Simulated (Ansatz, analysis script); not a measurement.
# Free-standing triangular Ni monolayer, spacing 2.778 Å: spin spirals and exchange

Wanted: E(q) and the moments of a free-standing triangular Ni monolayer, spacing 2.778 Å along a path through the zone.

Method: PBEsol, PAW set soft_2 (files made for PBE), in Ansatz 0.2.0.

**1. The structure**

The cell holds 1 atom: 1 Ni. Cell: a = 2.778 Å, b = 2.778 Å, c = 14.000 Å, α = 90.0°, β = 90.0°, γ = 120.0°. An idealised lattice of chosen spacing, in vacuum. Vacuum lies along c.

**2. Starting state**

A collinear run comes first: it shows whether moments survive, and how large they are.

File input.yaml:

```yaml
crystal:
  lattice:
    - [2.778, 0.0, 0.0]
    - [-1.389, 2.405819, 0.0]
    - [0.0, 0.0, 14.0]
  atoms:
    - { symbol: Ni, position: [0.0, 0.0, 0.5], spin: 1.0 }
magnetization:
  spin_polarized: true
kpoints:
  mp_grid: { grid: [9, 9, 1] }
hamiltonian:
  xc: pbesol
scf:
  occupations: { method: fermi_dirac, width: 0.1 }
  max_iter: 120
  convergence: { dr2_threshold: 1.0e-08 }
output:
  write_density: true
  write_potential: true
  elf: true
  volumetric_format: npy
```

Command:

```sh
$ ansatz run input.yaml --threads 1 --pin off --max-ram 3072MiB --backend cpu --events-out ev --progress --plain --runs-dir out
```

Numbers of over 12 decimals in the logs are rounded to 6 here.

What it wrote:

```text
Engine: ansatz 0.2.0, aarch64-unknown-linux-gnu
Pseudopotentials: kind: paw
Pseudopotential: Ni, paw, valence charge 18, recommended cutoff 420 eV (normal), Ni.paw.azcp
Functional definition: PBEsol
  exchange = pbesol_x
  correlation = pbesol_c
Crystal: 1 atoms, lattice volume = 93.567 Å³
Basis set: ecut = 420 eV, 1847 PW (Γ)
Bands: 14, of which v1, the nominal top of the filled ones, is band 9 counted from 1 (8 counted from 0)
Symmetry: 24 space group operations
Space group: P6/mmm (ITA 191), of the structure as read, at distance tolerance 4.5e-5 Å
Magnetic group: BNS 191.233 (UNI 1463), of the structure as read, at distance tolerance 4.5e-5 Å
k-points: 12 of 81
Non-local potential: Ni, projectors of the file, l = 0: 3, l = 1: 2, l = 2: 3, l = 3: 1
PAW form: soft (Blöchl's): semilocal exchange-correlation on the pseudo side does not see the compensation charge
PAW frozen core: Ni, regenerated for the run's functional, and the local potential with it (the file was generated under x = pbe(κ = 0.804, μ = 0.219515), c = pbe(β = 0.066725))
PAW one-centre angular grid: Ni, 590 points (default); XC on 64 Gauss nodes
Initial density: superposition of atomic densities (neutral atoms: chi_scale 0, normalization atom)
Starting moments: Σ|m| = 1 μB on 1 of 1 site
Initial wavefunctions: pseudopotential atomic-orbital guess
Functional: x = pbesol(κ = 0.804, μ = 0.123457), c = pbesol(β = 0.046)
SCF iter   1: F=—  HF=-5801.776631 eV  |F-HF|=—  |Δ(HF+E_count)|=         —  Δρ=2.20e-2 (↑2.20e-2 ↓9.29e-3)  dr2=7.12e-1  dr2_m=4.55e-2  M=0.964 μB ∫|m|=1.056 μB  β_m=0.30  ethr=3.10e-3  ⟨swp⟩=5.9  Hψ=1844  notcnv=0
Mixer restart at iter 1: flushing history
preconditioner: auto → LDOS  [metal: Δε(μ)=0.014 eV  Ē_g=7.741 eV  σ=0.100 eV  W_gap=0.03  n_scr=8 (ndim 8)  ℏωp=12.1 eV  f_vac=0.704  D(μ)=4.69/eV (n_scr^D=54)]
spin=Collinear: LDOS preconditioning applied to the charge; magnetization (m = ρ↑ − ρ↓) channel mixes plain (no charge-response kernel on spin).
SCF iter   2: F=—  HF=-5802.165202 eV  |F-HF|=—  |Δ(HF+E_count)|=   3.89e-1  Δρ=1.15e-2 (↑1.15e-2 ↓3.93e-3)  dr2=2.04e-1  dr2_m=2.07e-2  M=0.947 μB ∫|m|=1.064 μB  β_m=0.47  ethr=3.10e-3  ⟨swp⟩=2.8  Hψ=732  notcnv=0  defer=2
SCF iter   3: F=—  HF=-5802.598257 eV  |F-HF|=—  |Δ(HF+E_count)|=   4.33e-1  Δρ=4.91e-3 (↑4.91e-3 ↓4.29e-3)  dr2=6.29e-2  dr2_m=1.58e-3  M=0.916 μB ∫|m|=1.056 μB  β_m=0.65  ethr=1.14e-3  ⟨swp⟩=3.0  Hψ=655  notcnv=0  defer=2
SCF iter   4: F=—  HF=-5802.721954 eV  |F-HF|=—  |Δ(HF+E_count)|=   1.24e-1  Δρ=1.97e-3 (↑1.35e-3 ↓1.97e-3)  dr2=1.81e-3  dr2_m=1.72e-3  M=0.913 μB ∫|m|=1.062 μB  β_m=0.82  ethr=3.50e-4  ⟨swp⟩=2.8  Hψ=685  notcnv=0  defer=2
SCF iter   5: F=—  HF=-5802.727045 eV  |F-HF|=—  |Δ(HF+E_count)|=   5.09e-3  Δρ=7.10e-4 (↑3.29e-4 ↓7.10e-4)  dr2=7.60e-5  dr2_m=1.65e-4  M=0.913 μB ∫|m|=1.059 μB  β_m=0.87  ethr=1.01e-5  ⟨swp⟩=2.2  Hψ=619  notcnv=0  defer=2
SCF iter   6: F=—  HF=-5802.727184 eV  |F-HF|=—  |Δ(HF+E_count)|=   1.39e-4  Δρ=4.15e-4 (↑1.46e-4 ↓4.15e-4)  dr2=3.06e-5  dr2_m=4.48e-5  M=0.913 μB ∫|m|=1.059 μB  β_m=0.93  ethr=4.22e-7  ⟨swp⟩=2.2  Hψ=512  notcnv=0  defer=2
SCF iter   7: F=—  HF=-5802.727262 eV  |F-HF|=—  |Δ(HF+E_count)|=   7.86e-5  Δρ=1.41e-4 (↑8.14e-5 ↓1.41e-4)  dr2=3.48e-6  dr2_m=1.03e-5  M=0.913 μB ∫|m|=1.060 μB  β_m=0.97  ethr=1.70e-7  ⟨swp⟩=2.0  Hψ=550  notcnv=0  defer=2
SCF iter   8: F=—  HF=-5802.727265 eV  |F-HF|=—  |Δ(HF+E_count)|=   2.38e-6  Δρ=5.86e-5 (↑2.66e-5 ↓5.86e-5)  dr2=7.11e-7  dr2_m=1.44e-6  M=0.913 μB ∫|m|=1.060 μB  β_m=0.98  ethr=1.93e-8  ⟨swp⟩=1.5  Hψ=416  notcnv=0  defer=3
SCF iter   9: F=—  HF=-5802.727265 eV  |F-HF|=—  |Δ(HF+E_count)|=   6.77e-8  Δρ=1.05e-5 (↑3.27e-6 ↓1.05e-5)  dr2=2.46e-8  dr2_m=2.56e-8  M=0.913 μB ∫|m|=1.060 μB  β_m=0.88  ethr=3.95e-9  ⟨swp⟩=2.3  Hψ=476  notcnv=0  defer=3
SCF iter  10: F=—  HF=-5802.727265 eV  |F-HF|=—  |Δ(HF+E_count)|=   2.74e-8  Δρ=1.40e-6 (↑6.98e-7 ↓1.40e-6)  dr2=1.55e-9  dr2_m=2.61e-10  M=0.913 μB ∫|m|=1.060 μB  β_m=0.94  ethr=1.37e-10  ⟨swp⟩=2.1  Hψ=524  notcnv=0  defer=3
iter 11 met the thresholds in force, and the SCF goes on: an eigenvalue changes by 0.19 meV, over its tolerance of 0.16 meV (output.eigenvalues, Limitations)
SCF iter  11: F=-5802.727265 eV  HF=-5802.727265 eV  |F-HF|=7.31e-10  |Δ(HF+E_count)|=   2.05e-9  Δρ=7.49e-7 (↑5.01e-7 ↓7.49e-7)  dr2=7.55e-10  dr2_m=3.26e-11  M=0.913 μB ∫|m|=1.060 μB  β_m=0.72  ethr=8.61e-12  ⟨swp⟩=3.1  Hψ=1419  notcnv=0
SCF iter  12: F=-5802.727265 eV  HF=-5802.727265 eV  |F-HF|=4.18e-11  |Δ(HF+E_count)|=  7.09e-11  Δρ=3.83e-7 (↑4.62e-8 ↓3.83e-7)  dr2=4.02e-11  dr2_m=2.69e-11  M=0.913 μB ∫|m|=1.060 μB  ethr=4.20e-12  ⟨swp⟩=1.0  Hψ=892  notcnv=0
SCF 1 converged in 12 iterations: F = -5802.727265 eV  dr2 = 4.02e-11
  greatest PAW one-centre occupation: 1.002 electrons in one spin orbital (limit 2), on the Ni atom at site 0 (counted from 0), in its partial waves of l = 1
WARN: The output density's exchange-correlation potential varies sharply where the density is thin. Do not read a vacuum level from v_tot or v_xc, or from such a field of the output density. On a cell that repeats whose density bears no net charge and no dipole along the vacuum's axis use v_es (v_loc + v_h of the components); under efield.dipole_correction with no amplitude use v_es + v_field, which holds any externa [...]
SCF converged after 12 iterations
an eigenvalue changed by more than its tolerance at an iteration that met the thresholds in force, so the SCF went on 1 time: the last check found none over its tolerance
Magnetization: 0.9131 μB (9.4565 up, 8.5435 down)
Absolute magnetization: 1.0605 μB (∫|ρ↑−ρ↓|, with the PAW one-centre terms)
Spin contamination: 0.0226 ħ² per cell (⟨S²⟩ above its minimum at these occupations)
Per-site moments (μB) at R_I (Å): [(0.977781, 1.145925)]
Free energy (F): -5802.727265 eV
Harris-Foulkes:  -5802.727265 eV  (|F-HF|=4.18e-11)
Internal energy: -5802.611549 eV  (E = F + TS)
E sigma→0 (E₀):  -5802.669407 eV
Entropy (-TS):   -0.115715 eV (-115.715 meV/atom)
Fermi energy:    -2.437436 eV
--- Per-component energies (eV) ---
  E_band       = -637.011802
  E_kinetic    = 277.240352
  E_local      = -12325.412815  (includes V_loc(G=0)·N_el)
  E_nonlocal   = 645.316737
  E_hartree    = 5701.867924
  E_xc         = -79.297483
  E_vxc        = -102.386978  (∫ρ·V_xc dr)
  E_paw        = -1601.579981  (= ΣΔE_a)
  E_vpaw       = -535.505088  (= ΣTr[D̂ρ^β])
  E_aug_tail   = 0.000473  (compensation charges beyond the density's cutoff)
  E_ewald      = 1579.055955
  E_core_change = 0.197289  (= ΣΔE_core)
  E_smearing   = -0.115715  (= −TS)
  E_closure    = -0.000000  (closes the sum)
  Σ components = -5802.727265   (vs F -5802.727265, Δ=0.00e0)
--- Band table (eV; the first three rows and the last of 24) ---
  k-point 0 ↑: bands = [... 5 lower, -4.0495, -4.0495, -3.8127, -3.3846, -3.3846, -0.9119, 2.4391, 3.5366, ... 1 higher]
  k-point 1 ↑: bands = [... 5 lower, -4.1138, -3.9459, -3.7528, -3.5721, -3.4041, -0.4512, 2.7505, 3.8697, ... 1 higher]
  k-point 2 ↑: bands = [... 5 lower, -4.1701, -3.9123, -3.6730, -3.5932, -3.4533, 0.7273, 3.6867, 4.8592, ... 1 higher]
  k-point 11 ↓: bands = [... 5 lower, -3.3970, -2.9780, -2.9780, -2.5539, 3.1607, 3.1607, 3.7504, 7.1036, ... 1 higher]
```

Elapsed: 4.1 s, on 1 thread of Arm Neoverse V1, shared host; peak memory 0.32 GiB.

Reading the cycles: dr2 is the Hartree energy of the density residual (eV), the measure of convergence; HF is the Harris–Foulkes estimate of the energy, which meets the free energy F at convergence.

Spin moment in the atom's sphere by atom:

| atom | spin moment in the atom's sphere (μB) |
| --- | --- |
| Ni1 | 0.978 |

The run ends ferromagnetic, with a net moment of 0.913 μB a cell. With one Ni atom carrying the moment, parallel order of its images is forced by the cell, not found.

Spin density in the ca plane at fractional y = 0.000, with atoms of Ni within 0.2 Å of it.

Ten even steps from '0' (0.0 e/Å³) to '9' (3.0 e/Å³), each cell a mean:
```
0000000000000000000351000000000000000000
0000000000000000000000000000000000000000
0000000000000000000000000000000000000000
0000000000000000000000000000000000000000
0000000000000000000000000000000000000000
0000000000000000000000000000000000000000
0000000000000000000121000000000000000000
0000000000000000000592000000000000000000
```
Columns run along c (14.0 Å), rows up along a (2.8 Å). Atoms in or near the plane, at fractional coordinates: Ni at (0.50, 0.00).

Valence density in the ca plane at fractional y = 0.000, with atoms of Ni within 0.2 Å of it. It is the smooth field of the valence electrons, not physical close to the nuclei.

Ten steps, logarithmic in the rise over the least value, from '0' (0 e/Å³) to '9' (46 e/Å³), each cell a mean:
```
0000000000000000014786200000000000000000
0000000000000000002453100000000000000000
0000000000000000000111000000000000000000
0000000000000000000000000000000000000000
0000000000000000000010000000000000000000
0000000000000000001232000000000000000000
0000000000000000013675200000000000000000
0000000000000000015897300000000000000000
```
Columns run along c (14.0 Å), rows up along a (2.8 Å). Atoms in or near the plane, at fractional coordinates: Ni at (0.50, 0.00).

ELF in the ca plane at fractional y = 0.000, with atoms of Ni within 0.2 Å of it. It is the smooth field of the valence electrons, not physical close to the nuclei.

Values, 5 rows by 16 columns, each cell a mean:
```
0.00 0.00 0.00 0.00 0.00 0.04 0.15 0.29 0.36 0.17 0.07 0.01 0.00 0.00 0.00 0.00
0.00 0.00 0.00 0.00 0.00 0.03 0.14 0.18 0.19 0.16 0.05 0.01 0.00 0.00 0.00 0.00
0.00 0.00 0.00 0.00 0.00 0.03 0.15 0.24 0.24 0.19 0.05 0.01 0.00 0.00 0.00 0.00
0.00 0.00 0.00 0.00 0.00 0.04 0.14 0.19 0.21 0.15 0.06 0.01 0.00 0.00 0.00 0.00
0.00 0.00 0.00 0.00 0.00 0.05 0.16 0.36 0.45 0.18 0.07 0.01 0.00 0.00 0.00 0.00
```
Columns run along c (14.0 Å), rows up along a (2.8 Å). Atoms in or near the plane, at fractional coordinates: Ni at (0.50, 0.00).

**3. The same state on a denser mesh**

Levels at the Fermi energy are partly filled, so moments and energy differences can hang on the k-mesh, and the state is solved again on a denser one.

input.yaml, the sections that differ from step 2:

```yaml
crystal:
  lattice:
    - [2.778, 0.0, 0.0]
    - [-1.389, 2.405819, 0.0]
    - [0.0, 0.0, 14.0]
  atoms:
    - { symbol: Ni, position: [0.0, 0.0, 0.5], spin: 0.98 }
kpoints:
  mp_grid: { grid: [22, 22, 1] }
basis:
  ecutwfc: 420.0
checkpoint:
  read: start
  write: ck
  compress: false
  write_wavefunctions: false
  write_every: 100000
# magnetization, hamiltonian, scf: as in step 2
# output: removed
```

What it wrote:

```text
[...]
SCF converged after 9 iterations
[...]
Magnetization: 0.9230 μB (9.4615 up, 8.5385 down)
Absolute magnetization: 1.0436 μB (∫|ρ↑−ρ↓|, with the PAW one-centre terms)
[...]
Per-site moments (μB) at R_I (Å): [(0.976589, 1.145925)]
Free energy (F): -5802.714247 eV
[...]
Internal energy: -5802.594859 eV  (E = F + TS)
E sigma→0 (E₀):  -5802.654553 eV
Entropy (-TS):   -0.119388 eV (-119.388 meV/atom)
Fermi energy:    -2.419133 eV
[...]
```

The job ended after 9.2 s (1 thread; peak memory 0.39 GiB).

Spin moment in the atom's sphere by atom:

| atom | spin moment in the atom's sphere (μB) |
| --- | --- |
| Ni1 | 0.977 |

The run ends ferromagnetic, with a net moment of 0.923 μB a cell, against 0.913 μB on the first mesh.

Each spiral starts from these moments, tilted 90° from the rotation axis z (a flat spiral); sizes are free, while the program holds flat spirals in their plane. Spin–orbit coupling is switched off, so the energy does not depend on how the axis lies in the crystal. The folder named start holds the saved collinear state, from which each run begins.

The runs on spinors take the mesh 24×24×1.

**4. q = (0, 0, 0)**

The reference is the same input at q = 0, so that basis and exchange-correlation form match those at other q. Every q is chosen so that q/2 is a mesh vector: every spiral then samples the k-points of q = 0, and much mesh noise cancels.

input.yaml, the sections that differ from step 3:

```yaml
crystal:
  lattice:
    - [2.778, 0.0, 0.0]
    - [-1.389, 2.405819, 0.0]
    - [0.0, 0.0, 14.0]
  atoms:
    - { symbol: Ni, position: [0.0, 0.0, 0.5], spin: 0.98, spin_axis: [1.0, 0.0, 0.0] }
kpoints:
  mp_grid: { grid: [24, 24, 1] }
magnetization:
  noncollinear: true
  spin_spiral: { q: [0.0, 0.0, 0.0] }
checkpoint:
  read: start
# hamiltonian, scf, basis: as in step 3
```

What it wrote:

```text
Warning: checkpoint.read: spin treatment differs: saved collinear, current noncollinear; the saved charge density seeds this run and the saved magnetisation is carried along the axis that this deck's starting moments share; the saved density holds an absolute magnetisation of 1.0e0 μB; saved orbitals and DFT+U occupations are not carried; the saved PAW projector densities are carried along that axis
Warning: checkpoint.read: magnetization.spin_spiral differs: saved none, current q = [0, 0, 0]; the saved state is no spin spiral's: the SCF starts from none of its orbitals and from its density, each atom's moment turned about z as a whole to its place on this deck's spiral. A spiral's own state at q: [0, 0, 0] serves better
[...]
Crystal: 1 atoms, lattice volume = 93.567 Å³
Basis set: ecut = 420 eV, 1847 PW (Γ)
Bands: 26, of which v1, the nominal top of the filled ones, is band 18 counted from 1 (17 counted from 0)
Symmetry: 24 space group operations
k-points: 61 of 576
Spin spiral: q = (0, 0, 0) of the reciprocal vectors; moments are told in the frame that turns with it, a site's in that at the site
[...]
SCF iter   6: F=-5802.714826 eV  HF=-5802.714826 eV  |F-HF|=8.55e-10  |Δ(HF+E_count)|=   1.42e-8  Δρ=3.73e-6  dr2=3.76e-9  dr2_m=2.98e-9  ethr=5.56e-11  |M|=9.33e-1 ∫|m|=1.05e0 μB  |m|>n=3.0e-2 m-floor=3.0e-2 τ_xc=4.3e-10 mc-row=3.0e-2 uncertified=2  ⟨swp⟩=2.6  Hψ=2995  notcnv=0
SCF 1 converged in 6 iterations: F = -5802.714826 eV  dr2 = 3.76e-9
[...]
SCF converged after 6 iterations
Magnetization: |M| = 0.9328 μB,  M = (+0.9328, +0.0000, +0.0000) μB
Absolute magnetization: 1.0492 μB (∫|m|, with the PAW one-centre terms)
  site 0: m = (+0.9846, +0.0000, +0.0000) μB, |m| = 0.9846 μB  (R = 1.15 Å)
Free energy (F): -5802.714826 eV
[...]
Internal energy: -5802.596559 eV  (E = F + TS)
E sigma→0 (E₀):  -5802.655693 eV
Entropy (-TS):   -0.118267 eV (-118.267 meV/atom)
Fermi energy:    -2.422105 eV
[...]
```

Wall time 22 s (1 thread); peak memory 0.55 GiB.

The largest moment is 0.985 μB, against 0.977 μB in the collinear run.

**5. q = (0.083, 0.083, 0)**

Only q changes. The cell stays that of the crystal, since the generalised Bloch theorem carries the rotation from cell to cell.

Edit input.yaml of step 4 so:

```diff
@@ -19,3 +19,3 @@
   noncollinear: true
-  spin_spiral: { q: [0.0, 0.0, 0.0] }
+  spin_spiral: { q: [0.08333333, 0.08333333, 0.0] }
 checkpoint:
```

What it wrote:

```text
[...]
Crystal: 1 atoms, lattice volume = 93.567 Å³
Basis set: ecut = 420 eV, 1847 PW (Γ)
Bands: 26, of which v1, the nominal top of the filled ones, is band 18 counted from 1 (17 counted from 0)
Symmetry: 4 space group operations
k-points: 157 of 576
[...]
SCF iter  10: F=-5802.695677 eV  HF=-5802.695677 eV  |F-HF|=3.71e-9  |Δ(HF+E_count)|=   5.11e-9  Δρ=2.26e-6  dr2=7.55e-10  dr2_m=1.52e-9  ethr=5.56e-11  |M|=9.07e-1 ∫|m|=1.03e0 μB  |m|>n=2.8e-2 m-floor=2.8e-2 τ_xc=1.0e-3 mc-row=2.8e-2 uncertified=14  ⟨swp⟩=1.5  Hψ=10720  notcnv=0
SCF 1 converged in 10 iterations: F = -5802.695677 eV  dr2 = 7.55e-10
[...]
SCF converged after 10 iterations
Magnetization: |M| = 0.9068 μB,  M = (+0.9068, -0.0000, +0.0000) μB
Absolute magnetization: 1.0275 μB (∫|m|, with the PAW one-centre terms)
  site 0: m = (+0.9622, -0.0000, +0.0000) μB, |m| = 0.9622 μB  (R = 1.15 Å)
Free energy (F): -5802.695677 eV
[...]
Internal energy: -5802.565113 eV  (E = F + TS)
E sigma→0 (E₀):  -5802.630395 eV
Entropy (-TS):   -0.130565 eV (-130.565 meV/atom)
Fermi energy:    -2.423734 eV
[...]
```

Run time: 1.7 min. Hardware: 1 thread; peak memory 0.89 GiB.

The energy of the cell lies 19.1 meV above that at q = 0, and the largest moment is 0.962 μB against 0.985 μB.

(Part 1 of 2 ends here.)

[Logs and program files are shortened in this print: banners, set-up blocks, solver, clock and traceback lines can be left out without a mark of their own.]

[Logs are printed without paths, hosts, clocks, repeated set-up lines and the standing remarks that a program may print on its own settings, such as how far it seeks lower states.]

[Hosts, paths, dates, database ids (printed as entryN), source tags and the programs' standing remarks are cut or masked in the printed files.]
